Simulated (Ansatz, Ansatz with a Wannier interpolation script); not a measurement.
## K2NaScF6 (Fm-3m): quasiparticle bands by Wannier interpolation

G0W0 gives levels on a mesh alone; what do the bands of K2NaScF6 (Fm-3m) look like between the points?

Main program and level: Ansatz 0.2.0; LDA, Wannier functions and G0W0, plane waves, PAW.

Report form: the programs' logs are mostly left out.

## 1. The structure

Symmetry: Fm-3m, No. 225, cubic system. The conventional cell has a = 8.472 Å, b = 8.472 Å, c = 8.472 Å, α = 90.00°, β = 90.00°, γ = 90.00°. Nearest to K lie 12 F at 3.00 Å. Nearest to Na lie 6 F at 2.25 Å. Nearest to Sc lie 6 F at 1.98 Å. Nearest to F lie 1 Sc at 1.98 Å and 1 Na at 2.25 Å and 4 K at 3.00 Å. Farther neighbours and most contacts between anions are not listed.

The cell and positions come from the Crystallography Open Database and are kept as given unless a step says otherwise. The default PAW set here is soft_2. Its files were made with PBE.

## 2. LDA bands

The cheap functional maps the bands first; the places of the edges decide which points the dearer methods must see.

This step: DFT, LDA, plane waves, PAW.

input.yaml

```yaml
crystal:
  lattice:
    - [0.0, 4.23585, 4.23585]
    - [4.23585, 0.0, 4.23585]
    - [4.23585, 4.23585, 0.0]
  atoms:
    - { symbol: K, position: [0.25, 0.25, 0.25] }
    - { symbol: K, position: [0.75, 0.75, 0.75] }
    - { symbol: Na, position: [0.5, 0.5, 0.5] }
    - { symbol: Sc, position: [0.0, 0.0, 0.0] }
    - { symbol: F, position: [0.7658, 0.2342, 0.2342] }
    - { symbol: F, position: [0.2342, 0.7658, 0.2342] }
    - { symbol: F, position: [0.2342, 0.7658, 0.7658] }
    - { symbol: F, position: [0.7658, 0.2342, 0.7658] }
    - { symbol: F, position: [0.2342, 0.2342, 0.7658] }
    - { symbol: F, position: [0.7658, 0.7658, 0.2342] }
kpoints:
  mp_grid: { grid: [4, 4, 4] }
  band_path:
    path:
      - [[0.0, 0.0, 0.0], [0.5, 0.0, 0.5], [0.625, 0.25, 0.625]]
      - [[0.375, 0.375, 0.75], [0.0, 0.0, 0.0], [0.5, 0.5, 0.5], [0.5, 0.25, 0.75], [0.5, 0.0, 0.5]]
    npoints: 10
hamiltonian:
  xc: lda
scf:
  occupations: { method: fermi_dirac, width: 0.02 }
  n_extra_bands: 80
output:
  eigenvalues: true
  fatbands: true
  write_density: true
  write_potential: true
  elf: true
  volumetric_format: npy
```

Started as:

```sh
$ ansatz run input.yaml --threads 4 --pin off --max-ram 18432MiB --backend cpu --events-out ev --progress --plain --runs-dir out
```

It took 18 s on 4 threads of Arm Neoverse V1, shared host; peak memory 0.91 GiB; 69 s of CPU time.

This step gave:

```
filled bands         : 40
gap                  : 6.634 eV
valence top at       : Γ
conduction bottom at : Γ
least direct gap     : 6.634 eV
```

The gap is direct, at Γ.

The electronic bands at the labelled points (eV, zero at the top of the highest nominally filled band):

```csv
point,band 37,band 38,band 39,band 40,band 41,band 42,band 43,band 44
Γ,-0.25,0.00,0.00,0.00,6.63,7.38,7.38,7.38
halfway,-0.34,-0.18,-0.18,-0.01,7.42,7.46,7.46,7.47
X,-0.45,-0.36,-0.36,-0.01,7.45,7.55,7.55,8.83
halfway,-0.42,-0.41,-0.36,-0.03,7.45,7.55,7.55,8.88
U,-0.36,-0.36,-0.33,-0.09,7.47,7.53,7.54,8.98
jump to K,-0.36,-0.36,-0.33,-0.09,7.47,7.53,7.54,8.98
halfway,-0.31,-0.17,-0.13,-0.08,7.44,7.44,7.45,7.58
Γ,-0.25,0.00,0.00,0.00,6.63,7.38,7.38,7.38
halfway,-0.30,-0.11,-0.11,-0.06,7.28,7.43,7.43,7.43
L,-0.33,-0.24,-0.24,-0.15,7.46,7.47,7.47,8.74
halfway,-0.39,-0.30,-0.20,-0.17,7.48,7.49,7.51,8.89
W,-0.51,-0.45,-0.18,-0.18,7.50,7.50,7.55,9.02
halfway,-0.42,-0.41,-0.34,-0.06,7.46,7.54,7.55,8.92
X,-0.45,-0.36,-0.36,-0.01,7.45,7.55,7.55,8.83
```

Valence density in the ac plane of the conventional cell at fractional y = 0.000, with atoms of Na and Sc and F within 0.2 Å of it. It is the smooth field of the valence electrons, not physical close to the nuclei.

Ten even steps from '_' (0 e/Å³) to '@' (18 e/Å³), each cell a mean:
```
--::____..====..______++##::______::++--____..--
..________..____________..__________..________..
________________________________________________
..______________________________________________
==..__________________....____________________--
**::__________________==++::________________..++
--..________________..==**::__________________::
______________________..::..____________________
________________________________________________
________________________________________________
--..______..::..______::::..____..::::________::
@@--______--**==..__..--==::____::**++..____..##
##::______::++--____..----::____..====..______++
..__________..________....________..____________
________________________________________________
________________________..______________________
..____________________--==..__________________..
++::________________..++**::__________________==
**::__________________::--..________________..==
::..__________________________________________..
________________________________________________
________________________________________________
::..____..::::________::--..______..::..______::
==::____::**++..____..##@@--______--**==..__..--
```
Columns run along a (8.5 Å), rows up along c (8.5 Å), edges of the conventional cell, whose origin can differ from the input's. Atoms in or near the plane, at fractional coordinates: Na at (0.50, 0.00), Na at (0.00, 0.50), Sc at (0.00, 0.00), Sc at (0.50, 0.50), F at (0.23, 0.00), F at (0.73, 0.50), F at (0.77, 0.00), F at (0.27, 0.50), F at (0.00, 0.23), F at (0.50, 0.73), F at (0.50, 0.27), F at (0.00, 0.77).

ELF in the ac plane of the conventional cell at fractional y = 0.000, with atoms of Na and Sc and F within 0.2 Å of it. It is the smooth field of the valence electrons, not physical close to the nuclei.

Ten even steps from '_' (0.00) to '@' (0.80), each cell a mean:
```
++%%====@@%%@@@@++..++**++##::::%%@@%%@@##--##**
%%**::--%%@@@@%%--__::++**==__..**@@@@@@**..==##
--::__..==****==..____....______--**##++::__..--
%%##==..__..::____..--++++==::____..::..__::**##
%%@@%%--__________==%%@@@@@@**::________..++@@@@
##@@%%==________::**@@@@%%@@%%==________::##@@%%
@@@@%%--________..**@@%%##@@%%==________..**@@@@
%%##==..__________==%%@@@@@@**..__________--**%%
::..____..--==--....--==++==::__..====::____..::
--..____==%%%%%%==__::==++--..::**%%%%**::____::
****....##@@@@@@##::**%%##%%--==@@@@@@@@==__==##
--**--::%%@@##%%%%--%%++::##++++@@##%%@@++..**++
++##::::%%@@%%@@##--##**++%%====@@%%@@@@++..++**
**==__..**@@@@@@**..==##%%**::--%%@@@@%%--__::++
..______--**##++::__..----::__..==****==..____..
++==::____..::..__::**##%%##==..__..::____..--++
@@@@**::________..++@@@@%%@@%%--__________==%%@@
%%@@%%==________::##@@%%##@@%%==________::**@@@@
##@@%%==________..**@@@@@@@@%%--________..**@@%%
@@@@**..__________--**%%%%##==..__________==%%@@
++==::__..====::____..::::..____..--==--....--==
++--..::**%%%%**::____::--..____==%%%%%%==__::==
##%%--==@@@@@@@@==__==##****....##@@@@@@##::**%%
::##++++@@##%%@@++..**++--**--::%%@@##%%%%--%%++
```
Columns run along a (8.5 Å), rows up along c (8.5 Å), edges of the conventional cell, whose origin can differ from the input's. Atoms in or near the plane, at fractional coordinates: Na at (0.50, 0.00), Na at (0.00, 0.50), Sc at (0.00, 0.00), Sc at (0.50, 0.50), F at (0.23, 0.00), F at (0.73, 0.50), F at (0.77, 0.00), F at (0.27, 0.50), F at (0.00, 0.23), F at (0.50, 0.73), F at (0.50, 0.27), F at (0.00, 0.77).

## 3. Wannier functions (F:2p K:4s Sc:3d) on 8×8×8

Localised functions give a small Hamiltonian that interpolates between mesh points at no cost.

This step: maximally localised Wannier functions, LDA, plane waves, PAW.

input.yaml, the sections that differ from step 2:

```yaml
kpoints:
  mp_grid: { grid: [4, 4, 4] }
scf:
  occupations: { method: fixed }
  n_extra_bands: 80
output:
  wannier:
    kmesh: [8, 8, 8]
    projections:
      - { species: F, l: p, shell: 2 }
      - { species: K, l: s, shell: 4 }
      - { species: Sc, l: d, shell: 3 }
    minimise: true
    write_hr: true
    seedname: w
    conv_tol: 1.0e-07
    max_iter: 4000
    disentanglement:
      window: [-1.3, 19.16]
      frozen_window: [-1.3, 10.81]
      conv_tol: 1.0e-08
# crystal, hamiltonian: as in step 2
```

The job ended after 62 s (4 threads; peak memory 3.8 GiB).

Numbers from this step:

* gauge-invariant spread: 38.55 Å²
* diagonal spread: 0.09023 Å²
* off-diagonal spread: 4.805 Å²
* total spread: 43.45 Å²
* least projectability: 0.2599
* localisation steps: 32
* disentanglement steps: 96
* r.m.s. interpolation error: 0.002209 eV
* r.m.s. error near the gap: 0.002269 eV

Near the gap the model misses directly solved bands by 2.3 meV r.m.s. and by 50 meV at most in the window tested. This tests the starting bands, not the corrections carried with them.

Wannier functions, by row:

```csv
function,x (Å),y (Å),z (Å),spread (Å²),nearest atom,distance (Å)
1,1.987,4.265,4.241,0.714,F5,0.03
2,1.986,4.218,4.258,0.703,F5,0.029
3,1.987,4.224,4.209,0.71,F5,0.03
4,4.216,1.986,4.215,0.703,F6,0.029
5,4.265,1.987,4.228,0.713,F6,0.03
6,4.227,1.987,4.264,0.712,F6,0.03
7,6.485,4.256,4.257,0.703,F7,0.029
8,6.484,4.207,4.243,0.713,F7,0.03
9,6.485,4.245,4.208,0.712,F7,0.03
10,4.263,6.485,4.225,0.71,F8,0.03
11,4.214,6.485,4.217,0.703,F8,0.029
12,4.23,6.484,4.265,0.714,F8,0.03
13,4.241,4.206,1.987,0.714,F9,0.03
14,4.258,4.254,1.986,0.703,F9,0.029
15,4.209,4.248,1.987,0.71,F9,0.03
16,4.264,4.244,6.485,0.712,F10,0.03
17,4.228,4.207,6.485,0.712,F10,0.03
18,4.216,4.256,6.485,0.703,F10,0.029
19,2.118,2.118,2.118,8.055,K1,0
20,6.354,6.354,6.354,8.055,K2,0
21,0,0,0,5.608,Sc4,0
22,0,0,0,1.118,Sc4,0
23,0,0,0,1.118,Sc4,0
24,0,0,0,5.608,Sc4,0
25,0,0,0,1.118,Sc4,0
```

Frozen up to 9.63 eV; above it the model need not follow the bands. Electronic bands along the path, in eV, zero at the valence-band top:

```csv
point,band 37,band 38,band 39,band 40,band 41,band 42,band 43,band 44
Γ,-0.25,0.00,0.00,0.00,6.63,7.38,7.38,7.38
halfway,-0.34,-0.18,-0.18,-0.01,7.42,7.46,7.46,7.47
X,-0.45,-0.36,-0.36,-0.01,7.45,7.55,7.55,8.83
halfway,-0.41,-0.41,-0.36,-0.03,7.45,7.55,7.55,8.87
U,-0.36,-0.36,-0.33,-0.09,7.47,7.53,7.54,8.98
jump to K,-0.36,-0.36,-0.33,-0.09,7.47,7.53,7.54,8.98
halfway,-0.31,-0.17,-0.13,-0.08,7.44,7.44,7.45,7.58
Γ,-0.25,0.00,0.00,0.00,6.63,7.38,7.38,7.38
halfway,-0.30,-0.11,-0.11,-0.06,7.28,7.43,7.43,7.43
L,-0.33,-0.24,-0.24,-0.15,7.46,7.47,7.47,8.74
halfway,-0.39,-0.30,-0.20,-0.17,7.48,7.49,7.51,8.89
W,-0.51,-0.45,-0.18,-0.18,7.50,7.50,7.55,9.02
halfway,-0.42,-0.41,-0.34,-0.06,7.46,7.54,7.55,8.92
X,-0.45,-0.36,-0.36,-0.01,7.45,7.55,7.55,8.83
```

The same for Kohn-Sham, solved directly:

```csv
point,band 37,band 38,band 39,band 40,band 41,band 42,band 43,band 44
Γ,-0.25,0.00,0.00,0.00,6.63,7.38,7.38,7.38
X,-0.45,-0.36,-0.36,-0.01,7.45,7.55,7.55,8.83
U,-0.36,-0.36,-0.33,-0.09,7.47,7.53,7.54,8.98
K,-0.36,-0.36,-0.33,-0.09,7.47,7.53,7.54,8.98
Γ,-0.25,0.00,0.00,0.00,6.63,7.38,7.38,7.38
L,-0.33,-0.24,-0.24,-0.15,7.46,7.47,7.47,8.74
W,-0.51,-0.45,-0.18,-0.18,7.50,7.50,7.55,9.02
X,-0.45,-0.36,-0.36,-0.01,7.45,7.55,7.55,8.83
```

## 4. G0W0 at every point of the mesh: 4×4×4 mesh, 571 empty bands, screening to 140 eV

G0W0 replaces the xc potential by the self-energy, built once from these orbitals. Only a window of levels is corrected, while the sums run over the empty bands that the input names.

This step: G0W0 on LDA, plane waves, PAW.

input.yaml, the sections that differ from step 3:

```yaml
scf:
  occupations: { method: fixed }
gw:
  n_empty_bands: 571
  ecut_chi: 140.0
  qp_bands: [v18, c6]
  screening: { model: contour_deformation }
# crystal, kpoints, hamiltonian: as in step 3
# output: removed
```

It took 13 min on 4 threads; peak memory 2.6 GiB; 52 min of CPU time.

This step gave:

| Quantity | Value |
| --- | --- |
| bands summed | 611 |
| RPA ε∞ on this mesh (eigenvalues) | 2.063, 2.063, 2.063 |
| plane waves in the screening matrix | 537 |
| q-points in the mesh | 64 |
| G0W0 gap on the mesh | 10.38 eV |
| k of the valence top | 0, 0, 0 |
| k of the conduction bottom | 0, 0, 0 |
| starting gap on the mesh | 6.634 eV |
| Z at the valence top | 0.7799 |
| Z at the conduction bottom | 0.8846 |
| least direct G0W0 gap on the computed points | 10.38 eV |

The gap on the mesh goes from 6.63 eV to 10.38 eV, a correction of +3.74 eV. Between the two edge states, bare exchange in place of the xc potential would open the gap by 12.57 eV, and correlation takes back 8.83 eV.

## 5. Interpolating the corrections

A script adds the corrections, carried to the Wannier functions and back, to the LDA levels, along the path and on a 13×13×13 mesh.

| Item | Value |
| --- | --- |
| G0W0 gap over the zone | 10.38 eV |
| valence top at | Γ |
| conduction bottom at | Γ |
| starting gap over the zone | 6.634 eV |
| least direct G0W0 gap | 10.38 eV |
| G0W0 gap on the mesh | 10.38 eV |
| valence width, start | 2.326 eV |
| valence width, G0W0 | 2.496 eV |
| gap by a rigid shift | 10.38 eV |

Levels solved directly plus the interpolated quasiparticle correction. Limits: finite bands, cutoff and mesh. The quasiparticle bands at the labelled points (eV, zero at the valence-band top of each set):

```csv
point,band 37,band 38,band 39,band 40,band 41,band 42,band 43,band 44
Γ,-0.24,0.00,0.00,0.00,10.38,12.54,12.54,12.54
halfway,-0.35,-0.20,-0.20,-0.01,11.30,12.58,12.63,12.63
X,-0.52,-0.37,-0.37,-0.01,12.63,12.75,12.75,12.92
halfway,-0.47,-0.43,-0.38,-0.04,12.63,12.74,12.74,13.02
U,-0.41,-0.38,-0.36,-0.10,12.64,12.72,12.73,13.36
jump to K,-0.41,-0.38,-0.36,-0.10,12.64,12.72,12.73,13.36
halfway,-0.32,-0.19,-0.15,-0.10,11.46,12.54,12.60,12.64
Γ,-0.24,0.00,0.00,0.00,10.38,12.54,12.54,12.54
halfway,-0.29,-0.12,-0.12,-0.07,11.16,12.53,12.59,12.59
L,-0.34,-0.26,-0.26,-0.18,12.62,12.65,12.65,12.71
halfway,-0.41,-0.34,-0.23,-0.20,12.66,12.67,12.70,13.09
W,-0.53,-0.52,-0.20,-0.20,12.68,12.68,12.75,13.59
halfway,-0.43,-0.43,-0.39,-0.06,12.64,12.72,12.74,13.07
X,-0.52,-0.37,-0.37,-0.01,12.63,12.75,12.75,12.92
```

The same for LDA:

(Unchanged from step 3.)

Corrections by starting level (eV, on the run's own energy scale, so only their differences matter):

```csv
start,correction
-2.33,−2.21
-1.92,−2.15
-1.79,−2.14
-1.69,−2.01
-1.55,−2.11
-1.34,−2.14
-1.15,−2.15
-0.80,−2.10
-0.65,−2.10
-0.54,−2.08
-0.36,−2.06
-0.29,−2.04
-0.18,−2.07
0.00,−2.04
6.63,+1.70
9.27,+2.53
9.77,+2.69
```

## 6. Results

| Quantity | Value |
| --- | --- |
| LDA gap | 6.63 eV |
| G0W0 gap over the zone | 10.38 eV, direct |
| least direct G0W0 gap, in the model | 10.38 eV |
| GW settings | 4×4×4 mesh, 571 empty bands, screening to 140 eV |
| known limits | not at the basis limit |

What this shows: The Wannier model follows the LDA bands to 2 meV r.m.s. near the gap. The G0W0 gap over the zone is 10.38 eV, direct, from Γ to Γ; on the mesh alone it is 10.38 eV, nearly the same. The valence width in the model goes from 2.33 eV to 2.50 eV. Bands and cutoff are finite, so the gap is not at the basis limit. The miss can reach some tenths of an eV and take either sign; the mesh is an error of its own. Above the frozen window of the model the interpolated levels need not meet the computed ones, even at points of the mesh.

[Paths, hosts, dates, memory and timing lines, banners, echoed tables and standing remarks are left out of the program output.]

[Logs are printed without paths, hosts, clocks, repeated set-up lines and the standing remarks that a program may print on its own settings, such as how far it seeks lower states.]

[Runs of the session that timed out or met a known fault of the program may be left out.]

[Hosts, paths, dates, database ids (printed as entryN), source tags and the programs' standing remarks are cut or masked in the printed files.]
